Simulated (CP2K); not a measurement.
The C K edge of methoxyketene was computed by TDDFT (CP2K XAS_TDP, aug-cc-pVDZ, TDA) at these levels: PBEh(45%), PBEh(45%) + GW2X and PBEh(60%). The first three lines of C1 (bonded to O and 3 H) with a strength over 0.0015, energy in eV and strength:

| run | first | second | third |
| --- | --- | --- | --- |
| 1 | 290.72 (0.023) | 292.62 (0.049) | 292.97 (0.010) |
| 2 | 284.06 (0.024) | 285.96 (0.050) | 286.31 (0.010) |
| 3 | 288.62 (0.046) | 290.50 (0.041) | 290.54 (0.038) |

**Question.** Which run is which?

Run 1: PBEh(45%) + GW2X (45 % exact exchange). Run 2: PBEh(45%) (45 % exact exchange). Run 3: PBEh(60%) (60 % exact exchange). Self-interaction lifts the core level, so the uncorrected lines rise with the share of exact exchange. The GW2X run keeps the spacings of its parent: 1.90 eV between the first two lines in run 1, 1.90 eV in run 2. Its shift is +6.66 eV, since the Kohn–Sham level at this share of exchange lies that far above the quasiparticle level.

[Hosts, paths, dates, database ids (printed as entryN), source tags and the programs' standing remarks are cut or masked in the printed files.]
